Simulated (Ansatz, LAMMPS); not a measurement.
# Glassy nearly rigid 74SiO2-26CaO (mol %) at 1800 K (126 atoms): support functions against a reference

Wanted: errors and times of a linear-scaling basis for glassy nearly rigid 74SiO2-26CaO (mol %) at 1800 K (126 atoms). A setting counts as converged where the r.m.s. difference of forces stays under 1 % of the r.m.s. force.

Calculated with Ansatz 0.2.0; Kohn-Sham DFT, PBE, PAW (set soft_2), plane waves.

## Step 1: Set-up

The cell holds 126 atoms: 34 Si, 12 Ca and 80 O. Its edges and angles: a = 12.239 Å, b = 12.239 Å, c = 12.239 Å, α = 90.0°, β = 90.0°, γ = 90.0°. 126 atoms (34 Si, 12 Ca, 80 O) placed at random at 2.46 g/cm³, melted at 4000 K for 10 ps at fixed volume with the Morse and Coulomb pair potential with partial charges (Pedone, Malavasi, Menziani, Cormack and Segre, J. Phys. Chem. B 110, 11780 (2006)). Snapshot at the end of a hold of 10 ps at 1800 K and fixed volume.

Before any run, some limits are plain. The network of bonds at the start is that of the classical potential that made the cell, and needn't be the one that DFT or experiment would give. Sampling is at Γ alone, for a cell whose shortest periodic width is 12 Å.

## Step 2: Making the structure

A classical potential supplies the starting structure, since it reaches far longer times than DFT.

This step: classical MD, Morse and Coulomb pair potential with partial charges (Pedone, Malavasi, Menziani, Cormack and Segre, J. Phys. Chem. B 110, 11780 (2006)) (LAMMPS 22 Jul 2025 - Update 4).

File in.lmp:

```
# melt-quench of Si34Ca12O80
units metal
atom_style charge
boundary p p p
region box block 0 12.2387 0 12.2387 0 12.2387
create_box 3 box
mass 1 28.0850   # Si
mass 2 40.0780   # Ca
mass 3 15.9990   # O
create_atoms 1 random 34 739737 NULL overlap 1.5 maxtry 2000
create_atoms 2 random 12 739744 NULL overlap 1.5 maxtry 2000
create_atoms 3 random 80 739751 NULL overlap 1.5 maxtry 2000
pair_style hybrid/overlay pedone 5.5 coul/long 8.0
pair_coeff * * coul/long
pair_coeff 1 3 pedone 0.340554 2.006700 2.100000 1   # Si-O
pair_coeff 2 3 pedone 0.030211 2.241334 2.923245 5   # Ca-O
pair_coeff 3 3 pedone 0.042395 1.379316 3.618701 22   # O-O
set type 1 charge 2.4
set type 2 charge 1.2
set type 3 charge -1.2
kspace_style pppm 1.0e-4
neigh_modify delay 0 every 1 check yes
thermo_style custom step time temp pe press density
thermo_modify norm yes
timestep 0.002
thermo 100
min_style cg
minimize 1e-4 1e-4 200 2000
reset_timestep 0
velocity all create 4000 739738 mom yes dist gaussian
fix lim all nve/limit 0.05
fix lan all langevin 4000 4000 0.2 739739 zero yes
thermo 500
run 1000 post no
# [... 10 lines left out ...]
compute msd all msd com yes
thermo 1250
fix md all nvt temp 1800 1800 0.2
run 5000 post no
print "== T1800: mean square displacement over the hold $(c_msd[4]:%.2f) A^2"
unfix md
uncompute msd
write_dump all custom T1800.dump id type xs ys zs modify sort id
```

On the command line:

```bash
$ lmp -in in.lmp -log none -nocite
```

Numbers of over 12 decimals in the logs are rounded to 6 here.

Log:

```text
LAMMPS (22 Jul 2025 - Update 4)
Created orthogonal box = (0 0 0) to (12.2387 12.2387 12.2387)
Created 34 atoms
Created 12 atoms
Created 80 atoms
PPPM initialization ...
  G vector (1/distance) = 0.39207978
  grid = 15 15 15
  estimated relative force accuracy = 3.6379029e-05
   Step          Time           Temp          PotEng         Press         Density
         0   0              0             -0.89599447     586416.75      2.4599843
        86   0.172          0             -15.572304     -11263.435      2.4599843
Loop time of 0.0673843 s on 1 MPI rank(s) for 86 steps with 126 atoms
Minimization stats:
  Stopping criterion = energy tolerance
[... 18 lines left out ...]
Loop time of 2.84584 s on 1 MPI rank(s) for 5000 steps with 126 atoms
   Step          Time           Temp          PotEng         Press         Density
[... 5 lines left out ...]
Loop time of 2.80356 s on 1 MPI rank(s) for 5000 steps with 126 atoms
   Step          Time           Temp          PotEng         Press         Density
[... 2 lines left out ...]
     12500   25             1720.9669     -15.486822      7324.2832      2.4599843
     13750   27.5           1503.5367     -15.506677     -6985.6987      2.4599843
     15000   30             1700.2962     -15.515016     -14475.587      2.4599843
     16000   32             1850.0871     -15.474782      6656.2923      2.4599843
Loop time of 2.72905 s on 1 MPI rank(s) for 5000 steps with 126 atoms
== T1800: mean square displacement over the hold 1.62 A^2
```

Wall time 9.1 s (1 thread of Arm Neoverse V2, shared host); peak memory 0.069 GiB.

## Step 3: Plane-wave single point

This run is the reference for what follows, at a cutoff of 420 eV.

File input.yaml:

```yaml
crystal:
  lattice:
    - [12.2387, 0.0, 0.0]
    - [0.0, 12.2387, 0.0]
    - [0.0, 0.0, 12.2387]
  atoms:
    - { symbol: Si, position: [0.84699, 0.82807, 0.14889] }
    - { symbol: Si, position: [0.15713, 0.57785, 0.13756] }
    - { symbol: Si, position: [0.50566, 0.53302, 0.95521] }
    - { symbol: Si, position: [0.26758, 0.8561, 0.47253] }
    - { symbol: Si, position: [0.30283, 0.7075, 0.28173] }
    - { symbol: Si, position: [0.11582, 0.17891, 0.07366] }
    - { symbol: Si, position: [0.46088, 0.67355, 0.73075] }
    - { symbol: Si, position: [0.22737, 0.32661, 0.2474] }
    - { symbol: Si, position: [0.97416, 0.95146, 0.61636] }
    - { symbol: Si, position: [0.07567, 0.04846, 0.41533] }
    - { symbol: Si, position: [0.79899, 0.07877, 0.77636] }
    - { symbol: Si, position: [0.55006, 0.74084, 0.06553] }
    - { symbol: Si, position: [0.85927, 0.85373, 0.88774] }
    - { symbol: Si, position: [0.61644, 0.04331, 0.41295] }
    - { symbol: Si, position: [0.20229, 0.51991, 0.44942] }
    - { symbol: Si, position: [0.42963, 0.03106, 0.85068] }
    - { symbol: Si, position: [0.65078, 0.9248, 0.92033] }
    - { symbol: Si, position: [0.18939, 0.05758, 0.74445] }
    - { symbol: Si, position: [0.90917, 0.61237, 0.24293] }
    - { symbol: Si, position: [0.99448, 0.39762, 0.49213] }
    - { symbol: Si, position: [0.77194, 0.51241, 0.57866] }
    - { symbol: Si, position: [0.6159, 0.82262, 0.29203] }
    - { symbol: Si, position: [0.7131, 0.46895, 0.21737] }
    - { symbol: Si, position: [0.44146, 0.49131, 0.53497] }
    - { symbol: Si, position: [0.57519, 0.13083, 0.05847] }
    - { symbol: Si, position: [0.20571, 0.72734, 0.71217] }
    - { symbol: Si, position: [0.60717, 0.59227, 0.39224] }
    - { symbol: Si, position: [0.7724, 0.11978, 0.24414] }
    - { symbol: Si, position: [0.13317, 0.89605, 0.89535] }
    - { symbol: Si, position: [0.67832, 0.3669, 0.99456] }
    - { symbol: Si, position: [0.99259, 0.99892, 0.19767] }
    - { symbol: Si, position: [0.90529, 0.2516, 0.91869] }
    [... 88 atom lines left out ...]
    - { symbol: O, position: [0.33859, 0.27354, 0.28194] }
    - { symbol: O, position: [0.3513, 0.92085, 0.16252] }
    - { symbol: O, position: [0.82602, 0.58796, 0.66812] }
    - { symbol: O, position: [0.18713, 0.37713, 0.78755] }
    - { symbol: O, position: [0.17804, 0.1377, 0.41033] }
    - { symbol: O, position: [0.70936, 0.57498, 0.48546] }
kpoints:
  mp_grid: { grid: [1, 1, 1] }
hamiltonian:
  xc: pbe
scf:
  occupations: { method: fixed }
output:
  forces: true
  stress: true
  populations: true
  dos:
    method: { smearing: { sigma: 0.1 } }
    de: 0.1
    projected: { site_lists: { Ca: [Ca], O: [O], Si: [Si] } }
  eigenvalues: true
  write_density: true
  write_potential: true
  volumetric_format: npy
```

On the command line:

```bash
$ ansatz run input.yaml --threads 8 --pin off --max-ram 15872MiB --backend cpu --events-out ev --progress --plain --runs-dir out
```

Log:

```text
Engine: ansatz 0.2.0, aarch64-unknown-linux-gnu
Pseudopotentials: kind: paw
Pseudopotential: Si, paw, valence charge 4, recommended cutoff 420 eV (normal), Si.paw.azcp
Pseudopotential: Ca, paw, valence charge 10, recommended cutoff 420 eV (normal), Ca.paw.azcp
Pseudopotential: O, paw, valence charge 6, recommended cutoff 420 eV (normal), O.paw.azcp
[... 5 lines on functional and potentials left out ...]
Crystal: 126 atoms, lattice volume = 1833.183 Å³
Basis set: ecut = 420 eV, 35825 PW (Γ), exchange–correlation on 180×180×180 points (8 copies of the dense FFT grid, shifted against one another)
Bands: 494, of which v1, the nominal top of the filled ones, is band 368 counted from 1 (367 counted from 0)
Symmetry: 1 space group operations
Space group: P1 (ITA 1), of the structure as read, at distance tolerance 1.2e-4 Å
k-points: 1
[... 7 lines on functional and potentials left out ...]
Initial density: superposition of atomic densities (neutral atoms: chi_scale 0, normalization atom), corrected by the library's trained network
Initial wavefunctions: pseudopotential atomic-orbital guess
Functional: x = pbe(κ = 0.804, μ = 0.219515), c = pbe(β = 0.066725)
SCF iter   1: F=—  HF=-88923.534144 eV  |F-HF|=—  |Δ(HF+E_count)|=         —  Δρ=3.17e-3  dr2=4.45e-1  ethr=1.77e-3  ⟨swp⟩=5.0  Hψ=1957  notcnv=0  defer=124
preconditioner: auto → Resta (q_TF=auto, 2.343 Å⁻¹)  ε∞=3.3  [insulator: Δε(μ)=1.658 eV  Ē_g=15.412 eV  n_scr=388 (ndim 8)  ℏωp=23.1 eV  f_vac=0.157  ε∞_Penn≈3.3]
SCF iter   2: F=—  HF=-88923.458143 eV  |F-HF|=—  |Δ(HF+E_count)|=   7.60e-2  Δρ=1.80e-3  dr2=1.22e-1  ethr=6.04e-5  ⟨swp⟩=3.0  Hψ=813  notcnv=0  defer=124
SCF iter   3: F=—  HF=-88923.438056 eV  |F-HF|=—  |Δ(HF+E_count)|=   2.01e-2  Δρ=1.13e-3  dr2=4.01e-2  ethr=1.65e-5  ⟨swp⟩=4.0  Hψ=627  notcnv=0  defer=124
SCF iter   4: F=—  HF=-88923.429876 eV  |F-HF|=—  |Δ(HF+E_count)|=   8.18e-3  Δρ=4.11e-4  dr2=3.78e-3  ethr=5.45e-6  ⟨swp⟩=4.0  Hψ=642  notcnv=0  defer=124
SCF iter   5: F=—  HF=-88923.429997 eV  |F-HF|=—  |Δ(HF+E_count)|=   1.21e-4  Δρ=2.46e-4  dr2=1.06e-3  ethr=5.14e-7  ⟨swp⟩=3.0  Hψ=817  notcnv=0  defer=124
SCF iter   6: F=—  HF=-88923.429999 eV  |F-HF|=—  |Δ(HF+E_count)|=   1.79e-6  Δρ=6.30e-5  dr2=7.66e-5  ethr=1.44e-7  ⟨swp⟩=3.0  Hψ=653  notcnv=0  defer=124
SCF iter   7: F=—  HF=-88923.434758 eV  |F-HF|=—  |Δ(HF+E_count)|=   4.76e-3  Δρ=3.46e-5  dr2=2.01e-5  ethr=1.04e-8  ⟨swp⟩=3.0  Hψ=730  notcnv=0  defer=124
SCF iter   8: F=—  HF=-88923.434767 eV  |F-HF|=—  |Δ(HF+E_count)|=   9.38e-6  Δρ=1.26e-5  dr2=2.98e-6  ethr=2.73e-9  ⟨swp⟩=2.0  Hψ=675  notcnv=0  defer=124
SCF iter   9: F=—  HF=-88923.434769 eV  |F-HF|=—  |Δ(HF+E_count)|=   2.00e-6  Δρ=6.40e-6  dr2=7.20e-7  ethr=4.05e-10  ⟨swp⟩=3.0  Hψ=727  notcnv=0  defer=124
SCF iter  10: F=—  HF=-88923.434770 eV  |F-HF|=—  |Δ(HF+E_count)|=   2.25e-7  Δρ=2.60e-6  dr2=1.30e-7  ethr=9.78e-11  ⟨swp⟩=3.0  Hψ=676  notcnv=0  defer=124
SCF iter  11: F=-88923.434770 eV  HF=-88923.434770 eV  |F-HF|=6.32e-9  |Δ(HF+E_count)|=   1.05e-7  Δρ=1.18e-6  dr2=2.51e-8  ethr=1.36e-11  ⟨swp⟩=24.0  Hψ=4992  notcnv=0
SCF 1 converged in 11 iterations: F = -88923.434770 eV  dr2 = 2.51e-8
  greatest PAW one-centre occupation: 0.995 electrons in one spin orbital (limit 2), on the Ca atom at site 44 (counted from 0), in its partial waves of l = 0
SCF converged after 11 iterations
Free energy (F): -88923.434770 eV
Harris-Foulkes:  -88923.434770 eV  (|F-HF|=6.32e-9)
Internal energy: -88923.434770 eV  (E = F + TS)
E sigma→0 (E₀):  -88923.434770 eV
Fermi energy:    5.429557 eV
--- Per-component energies (eV) ---
  E_band       = -4431.957736
  E_kinetic    = 19113.961868
  E_local      = -52091.897120  (includes V_loc(G=0)·N_el)
  E_nonlocal   = 5441.902058
  E_hartree    = 19081.698586
  E_xc         = -9492.011842
  E_vxc        = -11262.541907  (∫ρ·V_xc dr)
  E_paw        = -40451.036190  (= ΣΔE_a)
  E_vpaw       = -3796.986013  (= ΣTr[D̂ρ^β])
  E_aug_tail   = 0.202912  (compensation charges beyond the density's cutoff)
  E_ewald      = -30526.255039
  E_smearing   = -0.000000  (= −TS)
  E_closure    = -0.000000  (closes the sum)
  Σ components = -88923.434770   (vs F -88923.434770, Δ=0.00e0)
--- Forces (eV/Å), atoms counted from 1 ---
  atom   1  Si     0.50108298    -0.27010831     2.28895189
  atom   2  Si    -1.14864053    -0.86459202     4.12334819
  atom   3  Si     0.11019933     1.74790663    -2.56668233
  atom   4  Si    -3.17204032     0.89615566     3.57622360
  atom   5  Si    -4.81595363    -4.73242072     0.45962938
  atom   6  Si     0.95433530     4.08625866    -2.13690433
  atom   7  Si    -0.77634401    -4.53579234    -3.19204034
  atom   8  Si    -1.53776977     6.15014268     1.85193778
  atom   9  Si     6.93169304    12.68051917     3.24399106
  atom  10  Si     6.17103964    -1.44241833     5.13142284
  atom  11  Si    -6.06566118     2.58981578     1.83755003
  atom  12  Si    -3.99192259     4.39711561    -1.59781120
  atom  13  Si     2.09884465     1.82880781     3.53920919
  atom  14  Si    -1.17773071    -8.66754163     3.89630060
[...]
atom 125  O     -0.68703990    -0.49365329     0.22201289
  atom 126  O     -2.56335193     2.31497231    -1.60588638
  max |Σ_I F_I| component: 5.81e-5 eV/Å
--- Stress (GPa, compression-positive) ---
        1.003137       1.008986      -0.151975
        1.008986       5.848801       2.696315
       -0.151973       2.696314       6.786108
  P = ⅓ Tr σ = 4.5460 GPa (45.460 kbar)
--- Band table (eV) ---
  k-point 0: bands = ["-37.2126", "-36.8344", "-36.6994", "-36.5168", [... 478 levels ...], "12.0295", "12.0571", "12.0923", "12.1107", "12.1215", "12.1921", "12.2352", "12.2473", "12.2863", "12.3298", "12.3432", "12.4041"]
--- Löwdin populations: 126 sites ---
  site symbol       q [e]
     0     Si      2.2388
     1     Si      2.3342
     2     Si      2.3173
[...]
125      O      6.8173
  spilling = 0.014100 (of n_electrons = 736.000000)
```

Wall time 23 s (8 threads of Arm Neoverse V2, shared host); peak memory 2.7 GiB.

In the SCF lines HF is the Harris–Foulkes energy and dr2 the Hartree energy of the density residual, in eV; the loop may stop once dr2 is under the threshold and the program's other checks hold. Hψ counts applications of the Hamiltonian.

Read from the output:

- free energy: -88923.4348 eV
- free energy per atom: -705.7415 eV/atom
- SCF cycles: 11
- pressure: 4.546 GPa
- r.m.s. force component: 2.939 eV/Å
- longest force: 14.81 eV/Å
- Fermi energy: 5.43 eV
- gap (highest filled to lowest empty level): 0.9772 eV
- spilling of the projection: 0.0141

The r.m.s. force component of 2.9 eV/Å sets the scale for the differences below.

## Step 4: Support functions low

The cell is solved in localised support functions.

This step: Kohn-Sham DFT, PBE, PAW (set soft_2), localised support functions (low) (Ansatz 0.2.0).

input.yaml, the sections that differ from step 3:

```yaml
scf:
  occupations: { method: fixed }
  eigensolver: { kind: { support_functions: { accuracy: low } } }
  max_iter: 150
output:
  forces: true
  eigenvalues: true
# crystal, kpoints, hamiltonian: as in step 3
```

Log:

```text
Warning: scf.eigensolver.kind.support_functions: disabling space-group detection — the functions' gradient is summed over unrotated k-points, so no spatial operation reduces the k-mesh or symmetrises the density; time reversal is kept, so that k and −k are solved as one point where they differ and the mesh holds both, and exact exchange and, on two spinor components, a DFT+U term hold to it where the run has them: [...]
settings of this run that can trade accuracy for cost: scf.eigensolver.kind.support_functions; scf.eigensolver.kind.support_functions.accuracy: low [...]
[...]
Crystal: 126 atoms, lattice volume = 1833.183 Å³
Basis set: ecut = 420 eV, 35825 PW (Γ), exchange–correlation on 180×180×180 points (8 copies of the dense FFT grid, shifted against one another)
Bands: 442, of which v1, the nominal top of the filled ones, is band 368 counted from 1 (367 counted from 0)
Symmetry: 1 space group operations
k-points: 1
[...]
SCF iter   1: F=—  HF=-88906.838428 eV  |F-HF|=—  |Δ(HF+E_count)|=         —  Δρ=1.08e-1  dr2=2.34e2  ethr=1.00e-1
[...]
SCF iter  13: F=—  HF=-88923.989169 eV  |F-HF|=—  |Δ(HF+E_count)|=   4.14e-3  Δρ=7.07e-5  dr2=1.06e-4  ethr=3.29e-8  κ⁻¹=1.2e-5(r=7)
SCF iter  14: F=-88923.992377 eV  HF=-88923.992381 eV  |F-HF|=4.17e-6  |Δ(HF+E_count)|=   3.21e-3  Δρ=2.42e-5  dr2=1.48e-5  ethr=1.44e-8
SCF 1 converged in 14 iterations: F = -88924.031478 eV  dr2 = 1.48e-5
[...]
SCF converged after 14 iterations
Stability not checked: this state was not tested for a lower state beside it, because the mixer in use, unlike msr1, does not test its closes by its own steps (another_mixer; see scf.mixing.algorithm and scf.lower_state_search)
Free energy (F): -88924.031478 eV
[...]
Internal energy: -88924.031478 eV  (E = F + TS)
E sigma→0 (E₀):  -88924.031478 eV
Fermi energy:    5.429691 eV
[...]
Σ components = -88924.031478   (vs F -88924.031478, Δ=0.00e0)
--- Forces (eV/Å), atoms counted from 1 ---
  atom   1  Si     0.50070522    -0.27018073     2.28961526
  atom   2  Si    -1.14885880    -0.86535026     4.12494338
  atom   3  Si     0.11022002     1.74852508    -2.56721390
  atom   4  Si    -3.17266434     0.89585001     3.57701890
[...]
atom 126  O     -2.56418596     2.31490193    -1.60505147
  max |Σ_I F_I| component: 5.48e-3 eV/Å
--- Band table (eV) ---
[...]
```

Run time: 81 s. Hardware: 8 threads; peak memory 5.1 GiB.

The program notes that the band table was not solved further than the SCF left it and it switched symmetry off.

Keys that differ from the reference: support_functions.accuracy = "low" and scf.max_iter = 150.

Forces differ from the reference by 0.95 meV/Å r.m.s., 0.032 % of their size, well within a tolerance of 1 %; the energy by -4.7 meV/atom. It took 81 s and 14 cycles; the reference's time can't be set against it, since the two runs asked for unlike analyses.

## Step 5: Support functions medium

The cell is solved in localised support functions. Besides, the program derives a nominal cutoff of 464 eV for this run, against the reference's 420.

This step: Kohn-Sham DFT, PBE, PAW (set soft_2), localised support functions (medium) (Ansatz 0.2.0).

input.yaml, the sections that differ from step 4:

```yaml
scf:
  occupations: { method: fixed }
  eigensolver: { kind: { support_functions: { accuracy: medium } } }
  max_iter: 150
# crystal, kpoints, hamiltonian, output: as in step 4
```

Log:

```text
[...]
Warning: basis.ecutwfc = 464 eV, auto-derived: no grid that the accuracy of the support functions lays serves the files at the lower one that their records recommend; a deck with other species or settings can derive another value
[...]
Crystal: 126 atoms, lattice volume = 1833.183 Å³
Basis set: ecut = 464 eV, 41851 PW (Γ), exchange–correlation on 180×180×180 points (8 copies of the dense FFT grid, shifted against one another)
Bands: 442, of which v1, the nominal top of the filled ones, is band 368 counted from 1 (367 counted from 0)
Symmetry: 1 space group operations
k-points: 1
[...]
SCF iter   1: F=—  HF=-88906.843768 eV  |F-HF|=—  |Δ(HF+E_count)|=         —  Δρ=1.08e-1  dr2=2.34e2  ethr=1.00e-1
[...]
SCF iter  15: F=—  HF=-88923.995259 eV  |F-HF|=—  |Δ(HF+E_count)|=   2.66e-3  Δρ=1.30e-5  dr2=4.68e-6  ethr=2.01e-9  κ⁻¹=9.7e-5(r=7)
SCF iter  16: F=-88923.995260 eV  HF=-88923.995260 eV  |F-HF|=4.14e-7  |Δ(HF+E_count)|=   1.02e-6  Δρ=6.29e-6  dr2=1.32e-6  ethr=6.36e-10
SCF 1 converged in 16 iterations: F = -88924.031727 eV  dr2 = 1.32e-6
[...]
SCF converged after 16 iterations
[...]
Free energy (F): -88924.031727 eV
[...]
Internal energy: -88924.031727 eV  (E = F + TS)
E sigma→0 (E₀):  -88924.031727 eV
Fermi energy:    5.431261 eV
[...]
Σ components = -88924.031727   (vs F -88924.031727, Δ=0.00e0)
--- Forces (eV/Å), atoms counted from 1 ---
  atom   1  Si     0.50089252    -0.27017224     2.28969002
  atom   2  Si    -1.14900050    -0.86493477     4.12469344
  atom   3  Si     0.11017846     1.74871314    -2.56702618
  atom   4  Si    -3.17283667     0.89601923     3.57662947
[...]
atom 126  O     -2.56374051     2.31485320    -1.60488657
  max |Σ_I F_I| component: 4.32e-3 eV/Å
--- Band table (eV) ---
[...]
```

Wall time 91 s (8 threads); peak memory 5.1 GiB.

Keys that differ from the reference: support_functions.accuracy = "medium" and scf.max_iter = 150.

Forces differ from the reference by 0.85 meV/Å r.m.s., 0.029 % of their size, well within a tolerance of 1 %; the energy by -4.7 meV/atom. It took 91 s and 16 cycles; the reference's time can't be set against it, since the two runs asked for unlike analyses.

[end of part 1 of 2]

[Logs are printed without paths, hosts, clocks, repeated set-up lines and the standing remarks that a program may print on its own settings, such as how far it seeks lower states.]

[Hosts, paths, dates, database ids (printed as entryN), source tags and the programs' standing remarks are cut or masked in the printed files.]
